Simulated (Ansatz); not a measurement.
# BeNi (Pm-3m): Grüneisen parameters, part 2 of 2

Does BeNi (Pm-3m) expand much on heating, by its phonons?

Ansatz 0.2.0; DFT PBEsol, scalar-relativistic, plane waves, PAW.

So far, highest frequency on the path or at a solved wavevector (cm⁻¹): step 2 (response at finite wavevector) 527.

**4. Phonons at the other volume, volume ratio 0.97**

The phonons are repeated at this volume on the same k and q meshes.

File input.yaml:

```yaml
crystal:
  lattice:
    - [2.5570184471, 0.0, 0.0]
    - [0.0, 2.5570184471, 0.0]
    - [0.0, 0.0, 2.5570184471]
  atoms:
    - { symbol: Be, position: [0.0, 0.0, 0.0] }
    - { symbol: Ni, position: [0.5, 0.5, 0.5] }
kpoints:
  mp_grid: { grid: [16, 16, 16] }
hamiltonian:
  xc: pbesol
scf:
  occupations: { method: methfessel_paxton, width: 0.15 }
output:
  eigenvalues: true
phonons:
  method: dfpt
  qmesh: [4, 4, 4]
  temperatures: { t_max: 1000, t_step: 50 }
  qpath:
    path:
      - [[0.0, 0.0, 0.0], [0.0, 0.5, 0.0], [0.5, 0.5, 0.0], [0.0, 0.0, 0.0], [0.5, 0.5, 0.5], [0.0, 0.5, 0.0]]
      - [[0.5, 0.5, 0.5], [0.5, 0.5, 0.0]]
    npoints: 10
```

The run is started by

```sh
ansatz run input.yaml --threads 4 --pin off --max-ram 7168MiB --backend cpu --events-out ev --progress --plain --runs-dir out
```

Numbers of over 12 decimals in the logs are rounded to 6 here.

Output:

```text
[...]
Crystal: 2 atoms, lattice volume = 16.719 Å³
Basis set: ecut = 420 eV, 341 PW (Γ), exchange–correlation on 36×36×36 points (8 copies of the dense FFT grid, shifted against one another)
Bands: 14, of which v1, the nominal top of the filled ones, is band 10 counted from 1 (9 counted from 0)
Symmetry: 48 space group operations
k-points: 165 of 4096
[...]
SCF iter   1: F=—  HF=-5896.297378 eV  |F-HF|=—  |Δ(HF+E_count)|=         —  Δρ=1.79e-2  dr2=2.78e-2  ethr=1.77e-3  ⟨swp⟩=5.0  Hψ=11704  notcnv=0
[...]
SCF iter   7: F=-5896.292721 eV  HF=-5896.292721 eV  |F-HF|=9.09e-13  |Δ(HF+E_count)|=  3.64e-12  S|Δr|=    0.00e0  Δρ=3.77e-8  dr2=1.62e-13  ethr=1.00e-12  ⟨swp⟩=5.8  Hψ=9962  notcnv=0
SCF 1 converged in 7 iterations: F = -5896.292721 eV  dr2 = 1.62e-13
[...]
SCF iter   3: F=-5896.292721 eV  HF=-5896.292721 eV  |F-HF|=2.73e-12  |Δ(HF+E_count)|=  1.82e-12  S|Δr|=    0.00e0  Δρ=1.81e-7  dr2=2.61e-12  ethr=1.00e-12  ⟨swp⟩=3.4  Hψ=6741  notcnv=0
SCF 2 converged in 3 iterations: F = -5896.292721 eV  dr2 = 2.61e-12
[...]
NSCF: frozen V_eff on 165 k-points
[...]
SCF converged after 7 iterations
[...]
Free energy (F): -5896.292721 eV
[...]
Internal energy: -5896.292576 eV  (E = F + TS)
E sigma→0 (E₀):  -5896.292685 eV
Entropy (-TS):   -0.000146 eV (-0.073 meV/atom)
Fermi energy:    15.867727 eV
[...]
--- Band table (eV; the first three rows and the last of 165) ---
  k-point 0: bands = [... 6 lower, 11.9927, 14.4738, 14.4738, 14.4738, 22.9417, 22.9417, 22.9417, 30.4088]
  k-point 1: bands = [... 6 lower, 12.0094, 14.4225, 14.4225, 14.4773, 22.4327, 23.0738, 23.0738, 30.4244]
  k-point 2: bands = [... 6 lower, 12.0573, 14.2814, 14.2814, 14.4872, 21.2475, 23.4566, 23.4566, 30.4711]
  k-point 164: bands = [... 6 lower, 10.9098, 15.1337, 15.1337, 21.6254, 21.6254, 21.6254, 22.1675, 22.1675]
[...]
ASR residual: 5.750e-5 → 0.000e0 eV/Å²; symmetrization residual: 7.399e-7 eV/Å²
  ASR residual per site (eV/Å²): 5.75e-5 2.82e-5
  Γ frequencies (cm⁻¹): 0.00 0.00 0.00 523.06 523.06 523.06
--- Phonons (arbitrary-q DFPT): 10 irreducible q on the 4×4×4 mesh ---
[...]
interpolated dispersion: 62 rows × 6 modes
[...]
```

The job ended after 3.2 min (4 threads of Arm Neoverse V2, shared host; peak memory 1.7 GiB; 12 min of CPU time).

This step gave:

| Quantity | Value |
| --- | --- |
| sum-rule residual before enforcement | 5.75e-5 eV/Å² |
| highest frequency on the path or at a solved wavevector | 552.6 cm⁻¹ |
| mean frequency | 368 cm⁻¹ |
| Debye temperature (second moment) | 746 K |
| logarithmic mean frequency | 328.6 cm⁻¹ |
| highest optical mode at the zone centre (no LO-TO term) | 523.1 cm⁻¹ |
| lowest optical zone-centre mode | 523.1 cm⁻¹ |
| lowest mode on the q mesh (acoustic modes at Γ apart) | 144.3 cm⁻¹ |
| zero-point energy per atom | 68.43 meV |
| heat capacity at 300 K | 18.97 J/(mol atoms K) |
| vibrational entropy at 300 K | 16.99 J/(mol atoms K) |
| edges of the widest gap between branches, on path and mesh | 289.4, 501.5 cm⁻¹ |

Frequencies (cm⁻¹) solved at each irreducible wavevector; negative means imaginary. Frequencies by wavevector, by row:

| q in reciprocal lattice units | star | mode 1 | mode 2 | mode 3 | mode 4 | mode 5 | mode 6 |
| --- | --- | --- | --- | --- | --- | --- | --- |
| 0 0 0 | 1 | 0 | 0 | 0 | 523.1 | 523.1 | 523.1 |
| 0 0 0.25 | 6 | 144.3 | 144.3 | 207.3 | 524.9 | 524.9 | 527.5 |
| 0 0 -0.5 | 3 | 205 | 205 | 289.4 | 527.8 | 527.8 | 552.6 |
| 0 0.25 0.25 | 12 | 146.6 | 179.1 | 246.2 | 520.8 | 521.7 | 536.7 |
| 0 0.25 -0.5 | 12 | 197.3 | 210.7 | 241.6 | 516.2 | 528.1 | 529.8 |
| 0 -0.5 -0.5 | 3 | 188.4 | 188.4 | 218.2 | 501.5 | 527.4 | 527.4 |
| 0.25 0.25 0.25 | 8 | 202.7 | 202.7 | 243.7 | 523.8 | 523.8 | 527.8 |
| 0.25 0.25 -0.5 | 12 | 211.5 | 237.6 | 242.4 | 519.6 | 527.3 | 529.9 |
| 0.25 -0.5 -0.5 | 6 | 241.5 | 243.9 | 243.9 | 521 | 529.6 | 529.6 |
| -0.5 -0.5 -0.5 | 1 | 267.5 | 267.5 | 267.5 | 531.2 | 531.2 | 531.2 |

The highest optical mode at the zone centre (no LO-TO term) is 523.1 cm⁻¹, +24.0 cm⁻¹ against the base run.

**5. Relaxing at another volume, volume ratio 1.03**

The volume is scaled by 1.03 and held; symmetry leaves nothing to relax, so this is a single point. The modes can then be followed against volume.

input.yaml, the sections that differ from step 4:

```yaml
crystal:
  lattice:
    - [2.6086893068, 0.0, 0.0]
    - [0.0, 2.6086893068, 0.0]
    - [0.0, 0.0, 2.6086893068]
  atoms:
    - { symbol: Be, position: [0.0, 0.0, 0.0] }
    - { symbol: Ni, position: [0.5, 0.5, 0.5] }
output:
  forces: true
  stress: true
  eigenvalues: true
# kpoints, hamiltonian, scf: as in step 4
# phonons: removed
```

Output:

```text
[...]
Crystal: 2 atoms, lattice volume = 17.753 Å³
Basis set: ecut = 420 eV, 365 PW (Γ), exchange–correlation on 36×36×36 points (8 copies of the dense FFT grid, shifted against one another)
Bands: 14, of which v1, the nominal top of the filled ones, is band 10 counted from 1 (9 counted from 0)
Symmetry: 48 space group operations
[...]
k-points: 165 of 4096
[...]
--- Band table (eV; the first three rows and the last of 165) ---
  k-point 0: bands = [... 6 lower, 11.1684, 13.4371, 13.4371, 13.4371, 21.5854, 21.5854, 21.5854, 28.8106]
  k-point 1: bands = [... 6 lower, 11.1837, 13.3903, 13.3903, 13.4402, 21.0867, 21.7099, 21.7099, 28.8299]
  k-point 2: bands = [... 6 lower, 11.2277, 13.2618, 13.2618, 13.4492, 19.9280, 22.0711, 22.0711, 28.8875]
  k-point 164: bands = [... 6 lower, 10.1527, 14.0410, 14.0410, 20.3053, 20.3053, 20.3053, 20.7634, 20.7634]
[key lines of the parts left out:]
SCF converged after 5 iterations
Free energy (F): -5896.293690 eV
Fermi energy:    14.729294 eV
P = ⅓ Tr σ = -5.4945 GPa (-54.945 kbar)
```

Wall time 0.7 s (4 threads); peak memory 0.32 GiB.

This step gave:

```yaml
pressure: -5.494 GPa
volume_per_atom: 8.876 Å³
```

The run ends at a pressure of -5.49 GPa.

**6. Phonons at the other volume, volume ratio 1.03**

The phonons are repeated at this volume on the same k and q meshes.

input.yaml, the sections that differ from step 5:

```yaml
output:
  eigenvalues: true
phonons:
  method: dfpt
  qmesh: [4, 4, 4]
  temperatures: { t_max: 1000, t_step: 50 }
  qpath:
    path:
      - [[0.0, 0.0, 0.0], [0.0, 0.5, 0.0], [0.5, 0.5, 0.0], [0.0, 0.0, 0.0], [0.5, 0.5, 0.5], [0.0, 0.5, 0.0]]
      - [[0.5, 0.5, 0.5], [0.5, 0.5, 0.0]]
    npoints: 10
# crystal, kpoints, hamiltonian, scf: as in step 5
```

Output:

```text
[...]
Crystal: 2 atoms, lattice volume = 17.753 Å³
Basis set: ecut = 420 eV, 365 PW (Γ), exchange–correlation on 36×36×36 points (8 copies of the dense FFT grid, shifted against one another)
Bands: 14, of which v1, the nominal top of the filled ones, is band 10 counted from 1 (9 counted from 0)
Symmetry: 48 space group operations
k-points: 165 of 4096
[...]
k-point 164: bands = [... 6 lower, 10.1527, 14.0410, 14.0410, 20.3054, 20.3054, 20.3054, 20.7634, 20.7634]
[...]
ASR residual: 2.235e-5 → 0.000e0 eV/Å²; symmetrization residual: 9.054e-7 eV/Å²
  ASR residual per site (eV/Å²): 2.23e-5 5.01e-7
  Γ frequencies (cm⁻¹): 0.00 0.00 0.00 476.08 476.08 476.08
--- Phonons (arbitrary-q DFPT): 10 irreducible q on the 4×4×4 mesh ---
[...]
interpolated dispersion: 62 rows × 6 modes
[...]
[key lines of the parts left out:]
SCF converged after 7 iterations
Free energy (F): -5896.293690 eV
Fermi energy:    14.729328 eV
```

Wall time 3.3 min (4 threads); peak memory 1.7 GiB.

Numbers from this step:

- sum-rule residual before enforcement: 2.23e-5 eV/Å²
- highest frequency on the path or at a solved wavevector: 501.6 cm⁻¹
- mean frequency: 334.8 cm⁻¹
- Debye temperature (second moment): 678 K
- logarithmic mean frequency: 299.1 cm⁻¹
- highest optical mode at the zone centre (no LO-TO term): 476.1 cm⁻¹
- lowest optical zone-centre mode: 476.1 cm⁻¹
- lowest mode on the q mesh (acoustic modes at Γ apart): 133.3 cm⁻¹
- zero-point energy per atom: 62.26 meV
- heat capacity at 300 K: 19.80 J/(mol atoms K)
- vibrational entropy at 300 K: 18.80 J/(mol atoms K)
- edges of the widest gap between branches, on path and mesh: 259, 461.1 cm⁻¹

Frequencies (cm⁻¹) solved at each irreducible wavevector; negative means imaginary. Frequencies by wavevector, by row:

| q in reciprocal lattice units | star | mode 1 | mode 2 | mode 3 | mode 4 | mode 5 | mode 6 |
| --- | --- | --- | --- | --- | --- | --- | --- |
| 0 0 0 | 1 | 0 | 0 | 0 | 476.1 | 476.1 | 476.1 |
| 0 0 0.25 | 6 | 134.1 | 134.1 | 185.6 | 478.3 | 480.2 | 480.2 |
| 0 0 -0.5 | 3 | 189.3 | 189.3 | 258.9 | 486 | 486 | 501.6 |
| 0 0.25 0.25 | 12 | 133.3 | 166.5 | 222.2 | 470.1 | 478.6 | 490.9 |
| 0 0.25 -0.5 | 12 | 179.7 | 195.9 | 218.4 | 475 | 477.9 | 479.1 |
| 0 -0.5 -0.5 | 3 | 170.7 | 170.7 | 204.1 | 461.1 | 472.9 | 472.9 |
| 0.25 0.25 0.25 | 8 | 183.4 | 183.4 | 223.2 | 475.6 | 475.6 | 481.2 |
| 0.25 0.25 -0.5 | 12 | 195.3 | 212.7 | 219.1 | 471.1 | 478.7 | 482.7 |
| 0.25 -0.5 -0.5 | 6 | 217.5 | 219.2 | 219.2 | 476.8 | 478.4 | 478.4 |
| -0.5 -0.5 -0.5 | 1 | 236.3 | 236.3 | 236.3 | 484 | 484 | 484 |

The highest optical mode at the zone centre (no LO-TO term) is 476.1 cm⁻¹, -23.0 cm⁻¹ against the base run.

**7. Grüneisen parameters**

The Grüneisen parameter of a mode is minus the logarithmic change of its frequency with volume, −d ln ω / d ln V; weighted by heat capacity it gives the expansion.

Numbers from this step:

```
bulk modulus : 198.5 GPa
```

Phonon branches along the path, in cm⁻¹:

| point | branch 1 | branch 2 | branch 3 | branch 4 | branch 5 | branch 6 |
| --- | --- | --- | --- | --- | --- | --- |
| Γ | 0 | 0 | 0 | 499 | 499 | 499 |
| halfway | 139 | 139 | 196 | 502 | 502 | 502 |
| X | 197 | 197 | 274 | 506 | 506 | 527 |
| halfway | 188 | 203 | 230 | 495 | 503 | 503 |
| M | 179 | 179 | 211 | 481 | 500 | 500 |
| halfway | 140 | 173 | 234 | 495 | 500 | 513 |
| Γ | 0 | 0 | 0 | 499 | 499 | 499 |
| halfway | 193 | 193 | 233 | 499 | 499 | 504 |
| R | 252 | 252 | 252 | 507 | 507 | 507 |
| halfway | 203 | 225 | 230 | 495 | 504 | 504 |
| X | 197 | 197 | 274 | 506 | 506 | 527 |
| jump to R | 252 | 252 | 252 | 507 | 507 | 507 |
| halfway | 229 | 231 | 231 | 498 | 503 | 503 |
| M | 179 | 179 | 211 | 481 | 500 | 500 |

The same for volume x 0.97:

| point | branch 1 | branch 2 | branch 3 | branch 4 | branch 5 | branch 6 |
| --- | --- | --- | --- | --- | --- | --- |
| Γ | 0 | 0 | 0 | 523 | 523 | 523 |
| X | 205 | 205 | 289 | 528 | 528 | 553 |
| M | 188 | 188 | 218 | 502 | 527 | 527 |
| Γ | 0 | 0 | 0 | 523 | 523 | 523 |
| R | 268 | 268 | 268 | 531 | 531 | 531 |
| X | 205 | 205 | 289 | 528 | 528 | 553 |
| R | 268 | 268 | 268 | 531 | 531 | 531 |
| M | 188 | 188 | 218 | 502 | 527 | 527 |

The same for volume x 1.03:

| point | branch 1 | branch 2 | branch 3 | branch 4 | branch 5 | branch 6 |
| --- | --- | --- | --- | --- | --- | --- |
| Γ | 0 | 0 | 0 | 476 | 476 | 476 |
| X | 189 | 189 | 259 | 486 | 486 | 502 |
| M | 171 | 171 | 204 | 461 | 473 | 473 |
| Γ | 0 | 0 | 0 | 476 | 476 | 476 |
| R | 236 | 236 | 236 | 484 | 484 | 484 |
| X | 189 | 189 | 259 | 486 | 486 | 502 |
| R | 236 | 236 | 236 | 484 | 484 | 484 |
| M | 171 | 171 | 204 | 461 | 473 | 473 |

The first set of phonon branches as a text plot (rows in cm⁻¹):

```
    541 |
    518 |    *******       *****     ***    *******   *****
    495 |*************************************  ********** ******
    472 |              **                                       *
    449 |
    426 |
    403 |
    380 |
    357 |
    334 |
    311 |
    288 |
    265 |      ****                                    ***
    242 |     *    *       ***          *  ************   ****
    219 |    *      ***** *   *        * ***       ***       ****
    196 |   *  ******** *****        ** *           ******    **
    173 |     *      ******  * *       *                        *
    150 |   **             ****     *
    127 |  *                  ***    **
    104 |                      *
     81 | **                    *  **
     58 | *                     **
     35 |*                       * *
     12 |                         *
         Γ      X      M          Γ            R        X|R     M
```

Mode Grueneisen parameter -dln(w)/dln(V), modes matched by rank; at Γ the acoustic branches take the value of a neighbouring point of the path. The mode Grüneisen parameters at the labelled points ():

| point | branch 1 | branch 2 | branch 3 | branch 4 | branch 5 | branch 6 |
| --- | --- | --- | --- | --- | --- | --- |
| Γ | 1.14 | 1.14 | 1.85 | 1.57 | 1.57 | 1.57 |
| halfway | 1.22 | 1.22 | 1.84 | 1.55 | 1.48 | 1.57 |
| X | 1.33 | 1.33 | 1.85 | 1.37 | 1.37 | 1.61 |
| halfway | 1.57 | 1.21 | 1.68 | 1.39 | 1.66 | 1.68 |
| M | 1.64 | 1.64 | 1.11 | 1.40 | 1.82 | 1.82 |
| halfway | 1.58 | 1.22 | 1.71 | 1.71 | 1.44 | 1.49 |
| Γ | 1.54 | 1.16 | 1.63 | 1.57 | 1.57 | 1.57 |
| halfway | 1.67 | 1.67 | 1.46 | 1.61 | 1.61 | 1.54 |
| R | 2.06 | 2.06 | 2.06 | 1.55 | 1.55 | 1.55 |
| halfway | 1.33 | 1.84 | 1.68 | 1.63 | 1.61 | 1.55 |
| X | 1.33 | 1.33 | 1.85 | 1.37 | 1.37 | 1.61 |
| jump to R | 2.06 | 2.06 | 2.06 | 1.55 | 1.55 | 1.55 |
| halfway | 1.74 | 1.78 | 1.78 | 1.48 | 1.69 | 1.69 |
| M | 1.64 | 1.64 | 1.11 | 1.40 | 1.82 | 1.82 |

The mode Grüneisen parameters as a text plot (rows in ):

```
   2.04 |                                    ****         *
   2.00 |                                       **
   1.96 |                                   **   **        *
   1.92 |                                                  *
   1.88 |  *                               *     *          *
   1.84 |** ******                                ***   **  *
   1.81 |             ****                         *           **
   1.77 |         * ***                  ** *          *     **
   1.73 |          * *   **  **                      **      *
   1.69 |          **      ** **        *         * ***      **
   1.65 |    **   * *********  ****        *      ***  *    *  **
   1.61 |  *   ***  **     **   *   ******* *    ** *** ** *
   1.57 |** *                *   ****  *   ***  **   *    *
   1.53 | ***      *       ** ******   **    **********   **
   1.49 |   *     **         ***    ***            *        **
   1.45 |    *    *       *  **      ******            *
   1.41 |     *       ****          *                 ***     ***
   1.37 |      *******             *                    **
   1.34 |      ***       *                          *    *
   1.30 |     *   *                                     *
   1.26 |    *     *                                   *       *
   1.22 |   *              ****                      **
   1.18 |  *        **    *    * **                             *
   1.14 |**           * *       *
         Γ      X      M          Γ            R        X|R     M
```

(dS/dlnV)/C_V. The thermodynamic Grueneisen parameter by temperature:

| temperature (K) | thermodynamic Grueneisen parameter |
| --- | --- |
| 50 | 1.49 |
| 100 | 1.54 |
| 150 | 1.55 |
| 200 | 1.56 |
| 250 | 1.56 |
| 300 | 1.56 |
| 350 | 1.56 |
| 400 | 1.56 |
| 450 | 1.56 |
| 500 | 1.56 |
| 550 | 1.56 |
| 600 | 1.56 |
| 650 | 1.56 |
| 700 | 1.56 |
| 750 | 1.56 |
| 800 | 1.56 |
| 850 | 1.56 |
| 900 | 1.57 |
| 950 | 1.57 |
| 1000 | 1.57 |

Gamma C_V/(B V) at the static volume. The volume expansion by temperature:

| temperature (K) | volume expansion (1e-6/K) |
| --- | --- |
| 50 | 2.35 |
| 100 | 10.5 |
| 150 | 17.5 |
| 200 | 22.9 |
| 250 | 26.7 |
| 300 | 29.4 |
| 350 | 31.3 |
| 400 | 32.6 |
| 450 | 33.6 |
| 500 | 34.4 |
| 550 | 35.0 |
| 600 | 35.4 |
| 650 | 35.7 |
| 700 | 36.0 |
| 750 | 36.3 |
| 800 | 36.5 |
| 850 | 36.6 |
| 900 | 36.8 |
| 950 | 36.9 |
| 1000 | 37.0 |

**8. Summary of results**

```yaml
bulk_modulus: 198 GPa
thermodynamic_grueneisen_parameter_at_300_k: 1.563
volume_expansion_at_300_k_estimated: 29.42 × 10⁻⁶ K⁻¹
```

What this shows: By this estimate the volume grows by 29.4 × 10⁻⁶ per kelvin at 300 K. The highest optical mode at Γ goes from 523 to 476 cm⁻¹ as the cell grows, a Grüneisen parameter of 1.57. Mode parameters on the path run from 1.1 to 2.1, with a median of 1.6. Branches are matched by rank, so values near crossings are rough. The expansion is the Grüneisen estimate at the static volume, with the static bulk modulus. With no gap, or one that is small against the smearing, the frequencies hang on the k mesh and the smearing, most of all near Kohn anomalies. The phonon runs are without spin polarisation, although Ni often carries a moment.

[Logs are printed without paths, hosts, clocks, repeated set-up lines and the standing remarks that a program may print on its own settings, such as how far it seeks lower states.]

[Hosts, paths, dates, database ids (printed as entryN), source tags and the programs' standing remarks are cut or masked in the printed files.]
